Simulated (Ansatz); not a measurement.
# TiC (Fm-3m): modes against biaxial strain in the (001) plane

Aim: how do the optical modes of TiC (Fm-3m) shift and split under this strain?

Calculated with Ansatz 0.2.0; DFT PBEsol, scalar-relativistic, plane waves, PAW; PAW set soft_1.

The database entry behind the starting cell differs from later determinations by our own check (0.1 to 0.3 % short, probably kX units), so it need not match the best structure at ambient conditions.

## (1) Starting point

It takes space group Fm-3m (No. 225, cubic). Conventional cell: a = 4.319 Å, b = 4.319 Å, c = 4.319 Å, α = 90.00°, β = 90.00°, γ = 90.00°. Nearest to C lie 6 Ti at 2.16 Å. Nearest to Ti lie 6 C at 2.16 Å. Farther neighbours are not listed.

## (2) Bringing the structure to rest

The cell and atoms are relaxed, since residual forces and stress would shift the frequencies.

Input file input.yaml:

```yaml
crystal:
  lattice:
    - [0.0, 2.1593, 2.1593]
    - [2.1593, 0.0, 2.1593]
    - [2.1593, 2.1593, 0.0]
  atoms:
    - { symbol: C, position: [0.5, 0.5, 0.5] }
    - { symbol: Ti, position: [0.0, 0.0, 0.0] }
kpoints:
  mp_grid: { grid: [16, 16, 16] }
hamiltonian:
  xc: pbesol
  pseudopotentials: { kind: paw, azcp: { folder: soft_1 }, xc_functional: pbe }
scf:
  occupations: { method: gaussian, width: 0.1 }
output:
  forces: true
  stress: true
  eigenvalues: true
relax:
  adjacent_minimum: "off"
  f_tol: 0.005
  max_steps: 80
  cell: { stress_tol: 0.05 }
```

On the command line:

```
> ansatz run input.yaml --threads 4 --pin off --max-ram 10240MiB --backend cpu --events-out ev --progress --plain --runs-dir out
```

Numbers of over 12 decimals in the logs are rounded to 6 here.

Log:

```text
Engine: ansatz 0.2.0, x86_64-unknown-linux-gnu
Pseudopotentials: kind: paw
Pseudopotential: C, paw, valence charge 4, recommended cutoff 420 eV (normal), soft_1/C.paw.azcp
Pseudopotential: Ti, paw, valence charge 12, recommended cutoff 420 eV (normal), soft_1/Ti.paw.azcp
Functional definition: PBEsol
  exchange = pbesol_x
  correlation = pbesol_c
Crystal: 2 atoms, lattice volume = 20.136 Å³
Basis set: ecut = 420 eV, 411 PW (Γ), exchange–correlation on 48×48×48 points (8 copies of the dense FFT grid, shifted against one another)
Bands: 12, of which v1, the nominal top of the filled ones, is band 8 counted from 1 (7 counted from 0)
Symmetry: 48 space group operations
Space group: Fm-3m (ITA 225), of the structure as read, at distance tolerance 2.7e-5 Å
k-points: 145 of 4096
Non-local potential: C, projectors of the file, l = 0: 2, l = 1: 2, l = 2: 1
Non-local potential: Ti, projectors of the file, l = 0: 3, l = 1: 2, l = 2: 3, l = 3: 1
PAW form: soft (Blöchl's): semilocal exchange-correlation on the pseudo side does not see the compensation charge
PAW frozen core: C, regenerated for the run's functional, and the local potential with it (the file was generated under x = pbe(κ = 0.804, μ = 0.219515), c = pbe(β = 0.066725))
PAW frozen core: Ti, regenerated for the run's functional, and the local potential with it (the file was generated under x = pbe(κ = 0.804, μ = 0.219515), c = pbe(β = 0.066725))
PAW one-centre angular grid: C, 110 points (default); XC on 64 Gauss nodes
PAW one-centre angular grid: Ti, 590 points (default); XC on 64 Gauss nodes
Initial density: superposition of atomic densities (chi_scale 0.1, normalization cell, long waves kept (reshape's long-wave potential 0.00 eV rms))
Initial wavefunctions: pseudopotential atomic-orbital guess
Functional: x = pbesol(κ = 0.804, μ = 0.123457), c = pbesol(β = 0.046)
SCF iter   1: F=—  HF=-2723.399516 eV  |F-HF|=—  |Δ(HF+E_count)|=         —  Δρ=1.37e-1  dr2=4.91e0  ethr=3.10e-3  ⟨swp⟩=4.3  Hψ=8551  notcnv=0
preconditioner: auto → none  [insulator: Δε(μ)=0.124 eV  Ē_g=9.081 eV  σ=0.100 eV  W_gap=0.57  n_scr=8 (ndim 8)  ℏωp=23.4 eV  f_vac=0.000  D(μ)=0.23/eV (n_scr^D=0)  ε∞_Penn≈7.6]
SCF iter   2: F=—  HF=-2722.548306 eV  |F-HF|=—  |Δ(HF+E_count)|=   8.51e-1  Δρ=5.13e-2  dr2=6.85e-1  ethr=3.10e-3  ⟨swp⟩=2.6  Hψ=3903  notcnv=0  defer=1
SCF iter   3: F=—  HF=-2722.420997 eV  |F-HF|=—  |Δ(HF+E_count)|=   1.27e-1  Δρ=5.91e-3  dr2=3.47e-3  ethr=3.10e-3  ⟨swp⟩=2.4  Hψ=2930  notcnv=0  defer=1
SCF iter   4: F=—  HF=-2722.420157 eV  |F-HF|=—  |Δ(HF+E_count)|=   8.40e-4  Δρ=1.43e-3  dr2=1.33e-4  ethr=2.17e-5  ⟨swp⟩=2.7  Hψ=4015  notcnv=0  defer=1
SCF iter   5: F=—  HF=-2722.420202 eV  |F-HF|=—  |Δ(HF+E_count)|=   4.46e-5  Δρ=2.98e-4  dr2=1.27e-5  ethr=8.33e-7  ⟨swp⟩=1.2  Hψ=1931  notcnv=0  defer=1
SCF iter   6: F=—  HF=-2722.420200 eV  |F-HF|=—  |Δ(HF+E_count)|=   1.55e-6  Δρ=2.31e-5  dr2=4.02e-8  ethr=6.25e-10  ⟨swp⟩=3.1  Hψ=6954  notcnv=0
SCF iter   7: F=-2722.420200 eV  HF=-2722.420200 eV  |F-HF|=1.12e-10  |Δ(HF+E_count)|=  2.14e-10  Δρ=1.48e-6  dr2=2.14e-10  ethr=2.51e-10  ⟨swp⟩=2.4  Hψ=5803  notcnv=0
SCF 1 converged in 7 iterations: F = -2722.420200 eV  dr2 = 2.14e-10
  greatest PAW one-centre occupation: 0.998 electrons in one spin orbital (limit 2), on the Ti atom at site 1 (counted from 0), in its partial waves of l = 0
relax step   1: F+E_penalty+E_count = -2722.42020021 eV  Δ(F+E_penalty+E_count) = +0.000e0 eV  max|allowed force component| = 1.814e-29 eV/Å  Δτ_max = 0.0000 Å  P = -4.622 GPa  Ω = 20.136 Å³  (7 SCF iters, dr2 threshold 1.00e-7 eV, accepted)
Crystal: 2 atoms, lattice volume = 19.821 Å³
Basis set: ecut = 420 eV, 387 PW (Γ), exchange–correlation on 48×48×48 points (8 copies of the dense FFT grid, shifted against one another)
Initial density: handed on by an earlier stage of this run
Initial wavefunctions: those handed on with the density
iter 1 solved again at ethr=2.26e-5 eV; its pass at ethr=3.10e-3 eV (dr2=3.61e-3 eV) is discarded
SCF iter   1: F=—  HF=-2722.426365 eV  |F-HF|=—  |Δ(HF+E_count)|=         —  Δρ=3.54e-3  dr2=3.26e-3  ethr=2.26e-5  ⟨swp⟩=1.0  Hψ=10624  notcnv=0
preconditioner: auto → none  [metal: Δε(μ)=0.013 eV  Ē_g=8.070 eV  σ=0.100 eV  W_gap=0.08  n_scr=8 (ndim 8)  ℏωp=23.6 eV  f_vac=0.000  D(μ)=0.40/eV (n_scr^D=0)]
SCF iter   2: F=—  HF=-2722.425848 eV  |F-HF|=—  |Δ(HF+E_count)|=   5.17e-4  Δρ=1.30e-3  dr2=4.59e-4  ethr=2.04e-5  ⟨swp⟩=1.8  Hψ=1910  notcnv=0
SCF iter   3: F=—  HF=-2722.425764 eV  |F-HF|=—  |Δ(HF+E_count)|=   8.45e-5  Δρ=1.26e-4  dr2=3.20e-6  ethr=2.87e-6  ⟨swp⟩=2.0  Hψ=2010  notcnv=0
SCF iter   4: F=—  HF=-2722.425762 eV  |F-HF|=—  |Δ(HF+E_count)|=   1.68e-6  Δρ=2.85e-5  dr2=5.85e-8  ethr=2.00e-8  ⟨swp⟩=2.2  Hψ=2194  notcnv=0
iter 5 did not close the SCF: its close was put off for the readings that it lacked (scf_convergence_deferred on its scf_iter line)
SCF iter   5: F=-2722.425762 eV  HF=-2722.425762 eV  |F-HF|=6.64e-11  |Δ(HF+E_count)|=   3.65e-8  Δρ=1.82e-6  dr2=3.06e-10  ethr=3.66e-10  ⟨swp⟩=2.6  Hψ=2689  notcnv=0
SCF iter   6: F=-2722.425762 eV  HF=-2722.425762 eV  |F-HF|=6.37e-12  |Δ(HF+E_count)|=  3.37e-11  Δρ=2.12e-7  dr2=9.50e-12  ethr=1.91e-12  ⟨swp⟩=1.0  Hψ=4488  notcnv=0
SCF 2 converged in 6 iterations: F = -2722.425762 eV  dr2 = 9.50e-12
relax step   2: F+E_penalty+E_count = -2722.42576197 eV  Δ(F+E_penalty+E_count) = -5.562e-3 eV  max|allowed force component| = 9.466e-30 eV/Å  Δτ_max = 0.0000 Å  P = -0.557 GPa  Ω = 19.821 Å³  energy of the carried Pulay correction = +4.247e-4 eV  (6 SCF iters, dr2 threshold 2.00e-7 eV, accepted)
Crystal: 2 atoms, lattice volume = 19.779 Å³
iter 1 solved again at ethr=4.14e-7 eV; its pass at ethr=3.10e-3 eV (dr2=6.62e-5 eV) is discarded
SCF iter   1: F=—  HF=-2722.425902 eV  |F-HF|=—  |Δ(HF+E_count)|=         —  Δρ=4.83e-4  dr2=6.05e-5  ethr=4.14e-7  ⟨swp⟩=1.0  Hψ=10035  notcnv=0
preconditioner: auto → none  [metal: Δε(μ)=0.013 eV  Ē_g=8.066 eV  σ=0.100 eV  W_gap=0.07  n_scr=8 (ndim 8)  ℏωp=23.6 eV  f_vac=0.000  D(μ)=0.39/eV (n_scr^D=0)]
SCF iter   2: F=—  HF=-2722.425893 eV  |F-HF|=—  |Δ(HF+E_count)|=   9.25e-6  Δρ=1.78e-4  dr2=8.58e-6  ethr=3.78e-7  ⟨swp⟩=1.8  Hψ=1917  notcnv=0
iter 3 did not close the SCF: its close was put off for the readings that it lacked (scf_convergence_deferred on its scf_iter line)
SCF iter   3: F=-2722.425891 eV  HF=-2722.425891 eV  |F-HF|=3.59e-8  |Δ(HF+E_count)|=   1.54e-6  Δρ=1.71e-5  dr2=5.83e-8  ethr=5.36e-8  ⟨swp⟩=2.0  Hψ=2016  notcnv=0
iter 4 did not close the SCF: its close was put off for the readings that it lacked (scf_convergence_deferred on its scf_iter line)
SCF iter   4: F=-2722.425891 eV  HF=-2722.425891 eV  |F-HF|=4.82e-10  |Δ(HF+E_count)|=  2.89e-10  Δρ=3.85e-6  dr2=1.08e-9  ethr=3.65e-10  ⟨swp⟩=2.1  Hψ=2179  notcnv=0
iter 5 did not close the SCF: its close was put off for the readings that it lacked (scf_convergence_deferred on its scf_iter line)
SCF iter   5: F=-2722.425891 eV  HF=-2722.425891 eV  |F-HF|=4.55e-13  |Δ(HF+E_count)|=  6.65e-10  Δρ=2.48e-7  dr2=5.67e-12  ethr=6.74e-12  ⟨swp⟩=2.6  Hψ=2641  notcnv=0
SCF iter   6: F=-2722.425891 eV  HF=-2722.425891 eV  |F-HF|=4.55e-13  |Δ(HF+E_count)|=    0.00e0  Δρ=3.21e-8  dr2=2.37e-13  ethr=1.00e-12  ⟨swp⟩=1.0  Hψ=4060  notcnv=0
SCF 3 converged in 6 iterations: F = -2722.425891 eV  dr2 = 2.37e-13
relax step   3: F+E_penalty+E_count = -2722.42589142 eV  Δ(F+E_penalty+E_count) = -1.295e-4 eV  max|allowed force component| = 2.695e-30 eV/Å  Δτ_max = 0.0000 Å  P = +0.015 GPa  Ω = 19.779 Å³  energy of the carried Pulay correction = +4.824e-4 eV  (6 SCF iters, dr2 threshold 2.00e-7 eV, accepted)
Initial wavefunctions: pseudopotential atomic-orbital guess (no wavefunctions were taken with the density)
iter 1 solved again at ethr=1.01e-9 eV; its pass at ethr=3.10e-3 eV (dr2=1.62e-7 eV) is discarded
SCF iter   1: F=—  HF=-2722.425431 eV  |F-HF|=—  |Δ(HF+E_count)|=         —  Δρ=4.94e-5  dr2=7.04e-8  ethr=1.01e-9  ⟨swp⟩=3.0  Hψ=13539  notcnv=0
preconditioner: auto → none  [metal: Δε(μ)=0.012 eV  Ē_g=8.063 eV  σ=0.100 eV  W_gap=0.07  n_scr=8 (ndim 8)  ℏωp=23.6 eV  f_vac=0.000  D(μ)=0.39/eV (n_scr^D=0)]
SCF iter   2: F=—  HF=-2722.425431 eV  |F-HF|=—  |Δ(HF+E_count)|=   4.54e-7  Δρ=2.45e-5  dr2=1.43e-8  ethr=4.40e-10  ⟨swp⟩=2.6  Hψ=2365  notcnv=0
SCF iter   3: F=—  HF=-2722.425431 eV  |F-HF|=—  |Δ(HF+E_count)|=   3.08e-8  Δρ=1.41e-6  dr2=7.38e-11  ethr=8.95e-11  ⟨swp⟩=2.4  Hψ=2580  notcnv=0
iter 4 did not close the SCF: its close was put off for the readings that it lacked (scf_convergence_deferred on its scf_iter line)
SCF iter   4: F=-2722.425431 eV  HF=-2722.425431 eV  |F-HF|=9.09e-13  |Δ(HF+E_count)|=  1.04e-10  Δρ=1.54e-7  dr2=2.89e-12  ethr=1.00e-12  ⟨swp⟩=2.0  Hψ=2587  notcnv=0
iter 5 did not close the SCF: its close was put off for the readings that it lacked (scf_convergence_deferred on its scf_iter line)
SCF iter   5: F=-2722.425431 eV  HF=-2722.425431 eV  |F-HF|=0.00e0  |Δ(HF+E_count)|=  9.09e-13  Δρ=3.76e-8  dr2=1.49e-13  ethr=1.00e-12  ⟨swp⟩=1.0  Hψ=1740  notcnv=0
iter 6 did not close the SCF: its close was put off for the readings that it lacked (scf_convergence_deferred on its scf_iter line)
SCF iter   6: F=-2722.425431 eV  HF=-2722.425431 eV  |F-HF|=0.00e0  |Δ(HF+E_count)|=  9.09e-13  Δρ=8.06e-9  dr2=1.10e-14  ethr=1.00e-12  ⟨swp⟩=1.0  Hψ=1740  notcnv=0
iter 7 did not close the SCF: its close was put off for the readings that it lacked (scf_convergence_deferred on its scf_iter line)
SCF iter   7: F=-2722.425431 eV  HF=-2722.425431 eV  |F-HF|=1.36e-12  |Δ(HF+E_count)|=  4.55e-13  Δρ=9.59e-10  dr2=9.75e-17  ethr=1.00e-12  ⟨swp⟩=1.0  Hψ=1740  notcnv=0
SCF iter   8: F=-2722.425431 eV  HF=-2722.425431 eV  |F-HF|=0.00e0  |Δ(HF+E_count)|=    0.00e0  Δρ=2.68e-10  dr2=1.74e-17  ethr=1.00e-12  ⟨swp⟩=1.8  Hψ=4262  notcnv=0
SCF 4 converged in 8 iterations: F = -2722.425431 eV  dr2 = 1.74e-17
relax step   4: F+E_penalty+E_count = -2722.42543116 eV  Δ(F+E_penalty+E_count) = +4.603e-4 eV  max|allowed force component| = 2.662e-30 eV/Å  Δτ_max = 0.0000 Å  P = -0.010 GPa  Ω = 19.779 Å³  stress off target by 1.01e-2 GPa  SCF on the basis re-selected at this cell (its energy is not comparable with the rows above)  (8 SCF iters)
basis re-selected at this cell: Δ(F+E_penalty+E_count) = +4.603e-4 eV, ΔP = -0.025 GPa vs the last step (what re-selecting the basis moved, of the pressure what is left beyond the Pulay correction that the steps carried, after the strain that the cell walked since its last selection, with what the two solves' SCF thresholds leave and, on support functions, any second-order correction that the steps lacked; it is no m [...]
SCF converged after 8 iterations
Free energy (F): -2722.425431 eV
Harris-Foulkes:  -2722.425431 eV  (|F-HF|=0.00e0)
Internal energy: -2722.423483 eV  (E = F + TS)
E sigma→0 (E₀):  -2722.424457 eV
Entropy (-TS):   -0.001948 eV (-0.974 meV/atom)
Fermi energy:    14.966068 eV
--- Per-component energies (eV) ---
  E_band       = -104.838173
  E_kinetic    = 367.205408
  E_local      = -813.407212  (includes V_loc(G=0)·N_el)
  E_nonlocal   = 84.510928
  E_hartree    = 320.811054
  E_xc         = -163.753385
  E_vxc        = -205.216395  (∫ρ·V_xc dr)
  E_paw        = -1112.189993  (= ΣΔE_a)
  E_vpaw       = -179.552947  (= ΣTr[D̂ρ^β])
  E_aug_tail   = -0.000063  (compensation charges beyond the density's cutoff)
  E_ewald      = -1405.760706
  E_core_change = 0.160485  (= ΣΔE_core)
  E_smearing   = -0.001948  (= −TS)
  E_closure    = 0.000000  (closes the sum)
  Σ components = -2722.425431   (vs F -2722.425431, Δ=0.00e0)
--- Forces (eV/Å), atoms counted from 1 ---
  atom   1  C      0.00000000    -0.00000000    -0.00000000
  atom   2  Ti    -0.00000000     0.00000000     0.00000000
  max |Σ_I F_I| component: 4.14e-30 eV/Å
--- Stress (GPa, compression-positive) ---
       -0.010097      -0.000000      -0.000000
       -0.000000      -0.010097      -0.000000
       -0.000000      -0.000000      -0.010097
  P = ⅓ Tr σ = -0.0101 GPa (-0.101 kbar)
--- Band table (eV; the first three rows and the last of 145) ---
  k-point 0: bands = [... 4 lower, 2.4835, 15.6539, 15.6539, 15.6539, 16.7167, 16.7167, 16.7167, 16.7731]
  k-point 1: bands = [... 4 lower, 2.5758, 15.2052, 15.4593, 15.4593, 16.0332, 16.0332, 16.9603, 17.7870]
  k-point 2: bands = [... 4 lower, 2.8466, 14.3128, 14.6834, 14.6834, 16.1017, 16.1017, 17.3018, 18.8878]
  k-point 144: bands = [... 4 lower, 5.4413, 11.7587, 11.7587, 12.2055, 17.8660, 17.8660, 18.6529, 20.3856]
--- Relaxed structure (3 steps of the walk, 3 accepted, 1 SCFs on fresh bases) ---
  F+E_penalty+E_count = -2722.42543116 eV   max|allowed force component| = 2.662e-30 eV/Å   (the final SCF, on the basis selected at the relaxed cell)
  cell:  # Å, volume = 19.7789 Å³
    - [0, 2.146466, 2.146466]
    - [2.146466, 0, 2.146466]
    - [2.146466, 2.146466, 0]
  atoms:
    - { symbol: C, position: [0.5, 0.5, 0.5] }
    - { symbol: Ti, position: [0, 0, 0] }
```

Elapsed: 1.2 s, on 4 threads of AMD EPYC 9R45, shared host; peak memory 0.42 GiB; 4 s of CPU time.

Relaxation path:

```csv
step,energy less that of the first step (eV),largest force component (eV/Å),pressure (GPa),volume (Å³)
1,0.0000,0.0000,-4.62,20.14
2,-0.0056,0.0000,-0.56,19.82
3,-0.0057,0.0000,0.02,19.78
4*,-0.0052,0.0000,-0.01,19.78
```

Relaxation steps marked * repeat the geometry before them on a plane-wave basis chosen anew for their cell, so energy and pressure can jump there.

Forces are held to the 48 operations that the run works with; a distortion that breaks them can't arise in this run.

| conventional cell, symmetrised | before | after | change |
| --- | --- | --- | --- |
| a (Å) | 4.319 | 4.293 | -0.6 % |
| b (Å) | 4.319 | 4.293 | -0.6 % |
| c (Å) | 4.319 | 4.293 | -0.6 % |
| volume (Å³/atom) | 10.07 | 9.89 | -1.8 % |

Final coordinates:

```xyz
2
Lattice="0.0000 2.1465 2.1465 2.1465 0.0000 2.1465 2.1465 2.1465 0.0000" Properties=species:S:1:pos:R:3 pbc="T T T"
C     2.1465    2.1465    2.1465
Ti    0.0000    0.0000    0.0000
```

Numbers from this step:

- pressure: -0.01010 GPa
- volume per atom: 9.889 Å³
- gap on the k-mesh: 0 eV

In this step the volume went from 10.07 to 9.89 Å³/atom.

## (3) Tight relaxation

Phonons need small forces and stress, so the relaxation is finished with tight tolerances on 16×16×16 k points.

input.yaml, the sections that differ from step 2:

```yaml
crystal:
  lattice:
    - [0.0, 2.1464662778, 2.1464662778]
    - [2.1464662778, 0.0, 2.1464662778]
    - [2.1464662778, 2.1464662778, 0.0]
  atoms:
    - { symbol: C, position: [0.5, 0.5, 0.5] }
    - { symbol: Ti, position: [0.0, 0.0, 0.0] }
scf:
  occupations: { method: methfessel_paxton, width: 0.2 }
output:
  forces: true
  stress: true
  eigenvalues: true
  write_density: true
  write_potential: true
  elf: true
  volumetric_format: npy
relax:
  adjacent_minimum: "off"
  f_tol: 0.001
  max_steps: 60
  cell: { stress_tol: 0.01 }
# kpoints, hamiltonian: as in step 2
```

Log:

```text
[...]
Crystal: 2 atoms, lattice volume = 19.779 Å³
Basis set: ecut = 420 eV, 387 PW (Γ), exchange–correlation on 48×48×48 points (8 copies of the dense FFT grid, shifted against one another)
Bands: 12, of which v1, the nominal top of the filled ones, is band 8 counted from 1 (7 counted from 0)
Symmetry: 48 space group operations
[...]
k-points: 145 of 4096
[...]
k-point 144: bands = [... 4 lower, 5.4421, 11.7593, 11.7593, 12.2062, 17.8665, 17.8665, 18.6532, 20.3861]
--- Relaxed structure (2 steps of the walk, 2 accepted, 2 SCFs on fresh bases) ---
[...]
cell:  # Å, volume = 19.7783 Å³
    - [0.0, 2.146443, 2.146443]
    - [2.146443, 0, 2.146443]
    - [2.146443, 2.146443, 0.0]
  atoms:
    - { symbol: C, position: [0.5, 0.5, 0.5] }
    - { symbol: Ti, position: [0, 0, 0] }
[key lines of the parts left out:]
SCF converged after 3 iterations
Free energy (F): -2722.424797 eV
Fermi energy:    14.968978 eV
P = ⅓ Tr σ = -0.0015 GPa (-0.015 kbar)
```

Wall time 1.1 s (4 threads); peak memory 0.42 GiB.

Little changed from the start: no atom moved by 0.005 Å and no cell edge by 0.1 %.

This step gave:

```
pressure : -0.001471 GPa
```

Valence density in the ac plane of the conventional cell at fractional y = 0.000, with atoms of C and Ti within 0.2 Å of it. It is the smooth field of the valence electrons, not physical close to the nuclei.

Values in e/Å³, 14 rows by 14 columns, each cell a mean:
```
10  6  2  1  1  1  2  2  1  1  1  1  4  8
 4  2  1  0  0  1  1  1  1  1  0  0  1  4
 1  1  0  0  0  0  1  1  1  0  0  0  0  1
 1  0  0  0  0  0  1  1  0  0  0  0  0  1
 1  1  0  0  0  1  2  2  1  0  0  0  1  1
 2  1  1  0  1  2  6  7  4  1  0  1  1  1
 2  2  1  1  1  4 10 11  7  2  1  1  1  2
 2  1  1  1  1  4  8 10  6  2  1  1  1  2
 1  1  1  0  0  1  4  4  2  1  0  0  1  1
 1  1  0  0  0  0  1  1  1  0  0  0  0  1
 1  0  0  0  0  0  1  1  0  0  0  0  0  1
 2  1  0  0  0  1  1  1  1  0  0  0  1  2
 7  4  1  0  1  1  1  2  1  1  0  1  2  6
11  7  2  1  1  1  2  2  2  1  1  1  4 10
```
Columns run along a (4.3 Å), rows up along c (4.3 Å), edges of the conventional cell, whose origin can differ from the input's. Atoms in or near the plane, at fractional coordinates: C at (0.50, 0.00), C at (0.00, 0.50), Ti at (0.00, 0.00), Ti at (0.50, 0.50).

Electrostatic potential energy in the ac plane of the conventional cell at fractional y = 0.000, with atoms of C and Ti within 0.2 Å of it. With pseudopotentials it is smooth inside the atoms' cores, unlike the true potential.

Ten even steps from '0' (-39 eV) to '9' (15 eV), each cell a mean:
```
22489500279632
23699854699853
67899998999986
89999987899999
78998644579997
14897322258962
01786222247840
02796322248950
46998532369985
89999866789999
78999998999998
45799977899864
22589621489732
22478400178622
```
Columns run along a (4.3 Å; values clipped at the 3rd and 97th percentile), rows up along c (4.3 Å), edges of the conventional cell, whose origin can differ from the input's. Atoms in or near the plane, at fractional coordinates: C at (0.50, 0.00), C at (0.00, 0.50), Ti at (0.00, 0.00), Ti at (0.50, 0.50).

ELF in the ac plane of the conventional cell at fractional y = 0.000, with atoms of C and Ti within 0.2 Å of it. It is the smooth field of the valence electrons, not physical close to the nuclei.

Ten even steps from '_' (0.10) to '@' (0.76), each cell a mean:
```
%%@@++::##@@==::##@@==--%%@@
%%**::..##@@@@%%@@@@==..==%%
--::__..==########**--__..--
++==--::....::--::....--====
@@@@%%--__::++**==....**@@@@
++%%@@==::**@@@@%%==::##@@##
__++@@++--%%%%##@@**--##%%::
::##@@==--%%@@%%@@++::##@@==
%%@@@@==..==%%%%**::..##@@@@
####**--__..----::__..==####
--::....--====++==--::....::
**==....**@@@@@@@@%%--__::++
@@%%==::##@@##++%%@@==::**@@
##@@**--##%%::__++@@++--%%%%
```
Columns run along a (4.3 Å), rows up along c (4.3 Å), edges of the conventional cell, whose origin can differ from the input's. Atoms in or near the plane, at fractional coordinates: C at (0.50, 0.00), C at (0.00, 0.50), Ti at (0.00, 0.00), Ti at (0.50, 0.50).

The forces vanish by symmetry and the pressure is -0.001 GPa, within the tolerances set. The cell now holds 9.89 Å³/atom.

(Part 1 of 2 ends here.)

[Logs are printed without paths, hosts, clocks, repeated set-up lines and the standing remarks that a program may print on its own settings, such as how far it seeks lower states.]

[Hosts, paths, dates, database ids (printed as entryN), source tags and the programs' standing remarks are cut or masked in the printed files.]
